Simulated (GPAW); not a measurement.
# Collinear magnetic orders of CoO with GPAW

Aim: find out whether CoO carries moments, and which collinear order costs least.

Program: GPAW 26.7.0. Level of theory: LDA; plane waves with GPAW's PAW setups, scalar-relativistic. Results are calculated unless marked as measured.

Report form: the programs' logs are mostly left out.

### 1. Starting point

The structure is cubic, space group Fm-3m (No. 225). The conventional cell has a = 4.263 Å, b = 4.263 Å, c = 4.263 Å, α = 90.00°, β = 90.00°, γ = 90.00°. Co has 6 O at 2.13 Å nearest. Nearest to O lie 6 Co at 2.13 Å. Farther neighbours and most contacts between anions are not listed.

As a file:

```
Co O
1.0
     0.00000    2.13150    2.13150
     2.13150    0.00000    2.13150
     2.13150    2.13150    0.00000
Co O
1 1
Cartesian
  0.0000 0.0000 0.0000
  2.1315 2.1315 2.1315
```

### 2. Order 1, typed as ferro +

Parallel moments need no larger cell; this start tests for a ferromagnetic state only.

Input file order1.py:

```python
import json
import numpy as np
from ase import Atoms
from ase.parallel import paropen, parprint
from gpaw import GPAW

atoms = Atoms(['Co', 'O'],
    cell=[[0.0, 2.1315, 2.1315],
         [2.1315, 0.0, 2.1315],
         [2.1315, 2.1315, 0.0]],
    scaled_positions=[[0.0, 0.0, 0.0],
         [0.5, 0.5, 0.5]],
    pbc=True,
    magmoms=[3.0, 0.0])
atoms.calc = GPAW(mode={'name': 'pw', 'ecut': 700},
    xc='LDA',
    kpts={'size': (8, 8, 8), 'gamma': True},
    occupations={'name': 'fermi-dirac', 'width': 0.02},
    convergence={'density': 1e-05, 'energy': 1e-05},
    maxiter=200,
    txt='order1.txt')
e = atoms.get_potential_energy(force_consistent=True)
res = {'free_energy': e, 'energy_sigma0': atoms.get_potential_energy(), 'fermi_energy': atoms.calc.get_fermi_level()}
res['moments'] = atoms.get_magnetic_moments().tolist()
res['total'] = atoms.get_magnetic_moment()
parprint('site moments (muB):', np.round(res['moments'], 3))
parprint(f"total moment: {res['total']:.3f} muB")
parprint(f'free energy: {e:.6f} eV')
atoms.calc.write('order1.gpw')
with paropen('results.json', 'w') as f:
    json.dump(res, f)
```

The run is started by

```
> OMP_NUM_THREADS=1 mpirun -n 2 gpaw python order1.py > order1.log
```

It took 9.9 s on 2 MPI ranks of Arm Neoverse V1, shared host; peak memory 0.34 GiB.

This step gave:

```
magnetization  : 2.835 μB
final state    : ferromagnetic
largest moment : 2.422 μB
```

After 12 cycles the largest moment stands at 2.42 μB.

### 3. Order 2, typed as antiferro q=(0,0,1/2) +-

Another pattern of signs weighs the neighbour shells otherwise.

This order needs a doubled cell of 4 atoms. Its mesh is chosen so that both cells sample the same points.

Input file order2.py:

```python
import json
import numpy as np
from ase import Atoms
from ase.parallel import paropen, parprint
from gpaw import GPAW

atoms = Atoms(['Co', 'Co', 'O', 'O'],
    cell=[[0.0, 2.1315, 2.1315],
         [2.1315, 0.0, 2.1315],
         [4.263, 4.263, 0.0]],
    scaled_positions=[[0.0, 0.0, 0.0],
         [0.0, 0.0, 0.5],
         [0.5, 0.5, 0.25],
         [0.5, 0.5, 0.75]],
    pbc=True,
    magmoms=[3.0, -3.0, 0.0, 0.0])
atoms.calc = GPAW(mode={'name': 'pw', 'ecut': 700},
    xc='LDA',
    kpts={'size': (8, 8, 4), 'gamma': True},
    occupations={'name': 'fermi-dirac', 'width': 0.02},
    convergence={'density': 1e-05, 'energy': 1e-05},
    maxiter=200,
    txt='order2.txt')
e = atoms.get_potential_energy(force_consistent=True)
res = {'free_energy': e, 'energy_sigma0': atoms.get_potential_energy(), 'fermi_energy': atoms.calc.get_fermi_level()}
res['moments'] = atoms.get_magnetic_moments().tolist()
res['total'] = atoms.get_magnetic_moment()
parprint('site moments (muB):', np.round(res['moments'], 3))
parprint(f"total moment: {res['total']:.3f} muB")
parprint(f'free energy: {e:.6f} eV')
atoms.calc.write('order2.gpw')
with paropen('results.json', 'w') as f:
    json.dump(res, f)
```

The run is started by

```
> OMP_NUM_THREADS=1 mpirun -n 2 gpaw python order2.py > order2.log
```

Elapsed: 62 s, on 2 MPI ranks; peak memory 0.49 GiB.

Spin moment in the augmentation sphere by atom:

```tsv
atom	spin moment in the augmentation sphere (μB)
Co1	2.34
Co2	-2.34
O3	0.00
O4	0.00
```

Read from the output:

| Property | Result |
| --- | --- |
| magnetization | 0 μB |
| final state | antiferromagnetic |

It lies 147 meV a seeded atom under the first start, and its largest moment is 2.34 μB against 2.42 μB.

### 4. Order 3, typed as antiferro q=(0,1/2,1/2) +-

This order needs a doubled cell of 4 atoms. Its mesh is chosen so that both cells sample the same points.

order3.py is the script of step 3 with these lines changed:

```diff
@@ -8,8 +8,8 @@
     cell=[[0.0, 2.1315, 2.1315],
-         [2.1315, 0.0, 2.1315],
-         [4.263, 4.263, 0.0]],
+         [4.263, 0.0, 4.263],
+         [4.263, 2.1315, 2.1315]],
     scaled_positions=[[0.0, 0.0, 0.0],
-         [0.0, 0.0, 0.5],
-         [0.5, 0.5, 0.25],
-         [0.5, 0.5, 0.75]],
+         [0.0, 0.5, 0.0],
+         [0.5, 0.0, 0.5],
+         [0.5, 0.5, 0.5]],
     pbc=True,
@@ -18,3 +18,3 @@
     xc='LDA',
-    kpts={'size': (8, 8, 4), 'gamma': True},
+    kpts={'size': (8, 4, 8), 'gamma': True},
     occupations={'name': 'fermi-dirac', 'width': 0.02},
@@ -22,3 +22,3 @@
     maxiter=200,
-    txt='order2.txt')
+    txt='order3.txt')
 e = atoms.get_potential_energy(force_consistent=True)
@@ -30,3 +30,3 @@
 parprint(f'free energy: {e:.6f} eV')
-atoms.calc.write('order2.gpw')
+atoms.calc.write('order3.gpw')
 with paropen('results.json', 'w') as f:
```

The run is started by

```
> OMP_NUM_THREADS=1 mpirun -n 2 gpaw python order3.py > order3.log
```

It took 4.2 min on 2 MPI ranks; peak memory 0.8 GiB.

The program warns that the cell vectors are strongly skewed. A reduced cell would be the safer input.

Spin moment in the augmentation sphere by atom:

```tsv
atom	spin moment in the augmentation sphere (μB)
Co1	2.26
Co2	-2.26
O3	-0.08
O4	0.08
```

Read from the output:

```
magnetization : 0 μB
final state   : antiferromagnetic
```

It lies 108 meV a seeded atom over the first start, and its largest moment is 2.26 μB against 2.42 μB.

### 5. Order 4, typed as no spin polarisation

This run holds no moments, which gives a state to set the others against.

Input file nospin.py:

```python
import json
import numpy as np
from ase import Atoms
from ase.parallel import paropen, parprint
from gpaw import GPAW

atoms = Atoms(['Co', 'O'],
    cell=[[0.0, 2.1315, 2.1315],
         [2.1315, 0.0, 2.1315],
         [2.1315, 2.1315, 0.0]],
    scaled_positions=[[0.0, 0.0, 0.0],
         [0.5, 0.5, 0.5]],
    pbc=True)
atoms.calc = GPAW(mode={'name': 'pw', 'ecut': 700},
    xc='LDA',
    kpts={'size': (8, 8, 8), 'gamma': True},
    occupations={'name': 'fermi-dirac', 'width': 0.02},
    convergence={'density': 1e-05, 'energy': 1e-05},
    maxiter=200,
    txt='nospin.txt')
e = atoms.get_potential_energy(force_consistent=True)
res = {'free_energy': e, 'energy_sigma0': atoms.get_potential_energy(), 'fermi_energy': atoms.calc.get_fermi_level()}
parprint(f'free energy: {e:.6f} eV')
atoms.calc.write('nospin.gpw')
with paropen('results.json', 'w') as f:
    json.dump(res, f)
```

The run is started by

```
> OMP_NUM_THREADS=1 mpirun -n 2 gpaw python nospin.py > nospin.log
```

The job ended after 6 s (2 MPI ranks; peak memory 0.33 GiB; 12 s of CPU time).

This step gave:

* final state: non-magnetic (no spin polarisation)

It lies 390 meV a seeded atom over the first start.

### 6. A faulty input

A slip in the input shows what the program catches and what it lets pass.

Input file run.py:

```python
import json
import numpy as np
from ase import Atoms
from ase.parallel import paropen, parprint
from gpaw import GPAW

atoms = Atoms(['Co', 'O'],
    cell=[[0.0, 2.1315, 2.1315],
         [2.1315, 0.0, 2.1315],
         [2.1315, 2.1315, 0.0]],
    scaled_positions=[[0.0, 0.0, 0.0],
         [0.5, 0.5, 0.5]],
    pbc=True,
    magmoms=[3.0, 0.0])
atoms.calc = GPAW(mode={'name': 'pw', 'ecut': 700},
    xc='LDA',
    kpts={'size': (8, 8, 8), 'gamma': True},
    occupations={'name': 'fermi-dirac', 'width': 2.0},
    convergence={'density': 1e-05, 'energy': 1e-05},
    maxiter=50,
    txt='run.txt')
e = atoms.get_potential_energy(force_consistent=True)
res = {'free_energy': e, 'energy_sigma0': atoms.get_potential_energy(), 'fermi_energy': atoms.calc.get_fermi_level()}
res['moments'] = atoms.get_magnetic_moments().tolist()
res['total'] = atoms.get_magnetic_moment()
parprint('site moments (muB):', np.round(res['moments'], 3))
parprint(f"total moment: {res['total']:.3f} muB")
parprint(f'free energy: {e:.6f} eV')
atoms.calc.write('run.gpw')
with paropen('results.json', 'w') as f:
    json.dump(res, f)
```

The run is started by

```
> OMP_NUM_THREADS=1 mpirun -n 2 gpaw python run.py > run.log
```

Wall time 9.6 s (2 MPI ranks); peak memory 0.34 GiB.

Convergence was reached, yet the input spoils the result.

The fault in the input: a smearing of electronvolts.

The largest moment is 0 μB against 2.42 μB in the first run, and the free energy lies -10.2 eV from it.

So wide a smearing fills both spins alike, as a very high temperature would; a tenth of an eV or less is usual.

### 7. Ranking

These are free energies at a smearing of 0.02 eV, so its entropy term is in the differences. They are divided by the number of seeded atoms, so that cells of unlike size compare. Wavevectors q in the names are fractions of the reciprocal vectors of the first run's cell.

Orders:

```tsv
start	final state	typed order kept	energy over the lowest (meV a seeded atom)	largest site moment (μB)	net moment (μB a primitive cell)	mesh matched	CPU time (s)
ferro +	ferromagnetic	yes	147.2	2.422	2.835	yes	19.65
antiferro q=(0,0,1/2) +-	antiferromagnetic	yes	0	2.336	0	yes	123.7
antiferro q=(0,1/2,1/2) +-	antiferromagnetic	yes	255.3	2.264	0	yes	501.9
no spin polarisation	non-magnetic	-	537.6	0	0	yes	11.91
```

### 8. Summary of results

| Quantity | Value |
| --- | --- |
| lowest state found | antiferromagnetic (typed antiferro q=(0,0,1/2) +-) |
| largest site moment | 2.34 μB |
| next state | ferromagnetic, 147 meV a seeded atom higher |
| energy gained by spin polarisation | 538 meV a seeded atom |

In words: The lowest state found is antiferromagnetic, reached from the start antiferro q=(0,0,1/2) +-, with moments up to 2.34 μB. The next state costs 147 meV a seeded atom. Only 4 starts are shown; other collinear patterns, canted and longer-period orders are not.

[Logs and program files are shortened in this print: banners, set-up blocks, solver, clock and traceback lines can be left out without a mark of their own.]

[Logs are printed without paths, hosts, clocks, repeated set-up lines and the standing remarks that a program may print on its own settings, such as how far it seeks lower states.]

[Hosts, paths, dates, database ids (printed as entryN), source tags and the programs' standing remarks are cut or masked in the printed files.]

[Where a cell is said to come from a database of computed structures, the database is the Materials Project.]
